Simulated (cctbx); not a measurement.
## Accept or mend?

Cell a = 4.4230 Å, b = 9.5510 Å, c = 12.8600 Å, α = 90.00°, β = 90.00°, γ = 90.00°; space group Immm (no. 71).

The data are simulated with cctbx, not measured: Cu Kα, λ = 1.54184 Å, to d = 0.8 Å, 95 % of the full sphere, strongest reflection 70000 counts, noise from counting, a 6 % proportional error and a noise floor of 4 counts (s.d.); no absorption, and some extinction, which the refinements don't model.

An anisotropic refinement with weights 1/σ² prints:

```text
Rint 0.046, 347 unique reflections to 0.80 A
cycle     R1     wR2    GooF  max shift (A)
   1  0.0563  0.1820   6.149   0.00064
   2  0.0215  0.0528   1.784   0.00002
final R1 0.0215 wR2 0.0528 GooF 1.784  parameters 26  data/parameter 13.3
atom        x        y        z      Ueq    occ   su(xyz)  su(Uiso or U11)
Gd1    0.50000  0.50000  0.29516   0.0045  1.000  0.00004  0.0003
Gd2    0.50000  0.50000  0.00000   0.0043  1.000  0.00000  0.0004
Ag1    0.00000  0.18906  0.00000   0.0035  1.000  0.00007  0.0003
Ag2    0.50000  0.00000  0.00000   0.0034  1.000  0.00000  0.0004
Ga1    0.00000  0.63622  0.84330   0.0049  1.000  0.00010  0.0004
Se1    0.50000  0.21981  0.13738   0.0134  1.000  0.00011  0.0005
difference map: max 0.85 min -2.80 rms 0.37
Q1    0.2595  0.0000  0.0692    8    0.86  1.39 A from Ag2
Q2    0.0000  0.0645  0.0617    8    0.86  1.43 A from Ag1
Q3    0.2065  0.5000  0.2756    8    0.85  1.32 A from Gd1
Q4    0.2565  0.1039  0.2559   16    0.82  1.59 A from Ga1
Q5    0.1691  0.3130  0.0555   16    0.67  1.57 A from Ag1
Q6    0.2078  0.2905  0.2221   16    0.66  1.43 A from Ga1
```

**Question.** Can this result stand? If not, what is the likely fault?

Mend it. The fault: wrong element: Se1 is Ga. Against the right model at the same level, R1 goes from 0.0149 to 0.0215 and GooF from 1.05 to 1.78 and U of Se1 swells from 0.0051 to 0.0134 Å². Se1 has 3 electrons too many and its U swells to shed them, as expected.

The compound is Gd3Ga8Ag3. The right model at the same level gives:

```text
Rint 0.046, 347 unique reflections to 0.80 A
cycle     R1     wR2    GooF  max shift (A)
   1  0.0178  0.0414   1.399   0.00061
   2  0.0149  0.0311   1.052   0.00000
final R1 0.0149 wR2 0.0311 GooF 1.052  parameters 26  data/parameter 13.3
atom        x        y        z      Ueq    occ   su(xyz)  su(Uiso or U11)
Gd1    0.50000  0.50000  0.29518   0.0049  1.000  0.00003  0.0002
Gd2    0.50000  0.50000  0.00000   0.0048  1.000  0.00000  0.0002
Ag1    0.00000  0.18906  0.00000   0.0039  1.000  0.00004  0.0002
Ag2    0.50000  0.00000  0.00000   0.0040  1.000  0.00000  0.0002
Ga1    0.00000  0.63629  0.84327   0.0055  1.000  0.00006  0.0002
Ga2    0.50000  0.21976  0.13737   0.0051  1.000  0.00006  0.0003
difference map: max 0.87 min -1.59 rms 0.28
Q1    0.2638  0.0000  0.0709    8    0.89  1.39 A from Ag2
Q2    0.2483  0.1049  0.2601   16    0.77  1.57 A from Ga1
Q3    0.2100  0.5000  0.2778    8    0.76  1.30 A from Gd1
Q4    0.0000  0.0666  0.0622    8    0.74  1.42 A from Ag1
Q5    0.1384  0.0000  0.0000    4    0.68  1.60 A from Ag2
Q6    0.1283  0.0000  0.2775    8    0.64  1.09 A from Gd1
```

Isotropic U is held between 0.0001 and 1 Å² by the program, and listed peak heights are interpolated, so they can pass the grid's maximum.

The model is made up (kin elements in a known structure type, no relaxation), so it says nothing on whether the phase exists.

[Middle refinement cycles are left out of these outputs.]

[Logs are printed without paths, hosts, clocks, repeated set-up lines and the standing remarks that a program may print on its own settings, such as how far it seeks lower states.]
